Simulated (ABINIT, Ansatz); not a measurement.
Records of electronic-structure calculations.

```json
{"subject": "How the form of the self-energy moves the gap of ScHO2 (R-3m)", "lattice_ang": [[1.6166, 0.9333, 4.5309], [-1.6166, 0.9333, 4.5309], [0.0, -1.8667, 4.5309]], "atoms": [["Sc", 0.0, 0.0, 0.0], ["H", 0.5, 0.5, 0.5], ["O", 0.5897, 0.5897, 0.5897], ["O", 0.4103, 0.4103, 0.4103]], "method": "RPA screening on PBEsol, plane waves, norm-conserving pseudopotentials (and 4 further levels or steps)", "program": "ABINIT 10.8.3", "settings": "cutoff 36 Ha, PseudoDojo scalar-relativistic 0.4.1 standard, norm-conserving, ngkpt (4, 4, 4), nband 61, ecuteps 5.2 Ha, gwcalctyp 2, nfreqre 16, nfreqim 8, inclvkb 2, freqremax 40 eV, spmeth 1, nomegasf 120, shiftk (0, 0, 0), symchi 1, awtr 1, frequency cd, 4×4×4 k-mesh", "cost": "9 runs, 7.6 min in all on 4 MPI ranks of Arm Neoverse N1, shared host", "notes": "The program’s warnings: Min real frequency set to default [Ha] = and nkpt*nsppol () is not a multiple of nproc spkpt (). The cell and positions are those that the Materials Project relaxed with its own functionals (PBE, PBE+U or r2SCAN), kept fixed. Static COHSEX lies above G0W0: it lacks the factor Z and overstates the Coulomb hole of the filled states.", "results": {"g0w0_godby_needs_plasmon_pole": "6.629 eV", "g0w0_von_der_linden_horsch_plasmon_pole": "6.798 eV", "g0w0_engel_farid_plasmon_pole": "6.710 eV", "one_shot_cohsex": "7.449 eV", "one_shot_hartree_fock": "16.079 eV", "g0w0_contour_deformation": "6.608 eV", "known_limits": "short of the basis limit"}}
```

[Long decimals in the printed logs are rounded to 6 places.]

[Logs are printed without paths, hosts, clocks, repeated set-up lines and the standing remarks that a program may print on its own settings, such as how far it seeks lower states.]

[Paths, hosts, dates, memory and timing lines, banners, echoed tables and standing remarks are left out of the program output; an Ansatz launch command may be rebuilt from the run's recorded settings. Measured values are a selection of at most five: reports struck by readers or far from the other reports are left out. None is set beside runs whose start may be inverted or whose files or cutoffs have a known fault.]

[Runs of the session that timed out or met a known fault of the program may be left out.]

[Hosts, paths, dates, database ids (printed as entryN), source tags and the programs' standing remarks are cut or masked in the printed files.]

[G0W0 gaps are taken among the corrected bands and points alone; a level outside them can change the order at an edge.]

[Where Ansatz stands beside ABINIT at settings called matched, ABINIT's density can come from a denser mesh and the files from another edition; pairs whose starting gaps differed by over 0.03 eV were left out, so agreement reads better than it is.]
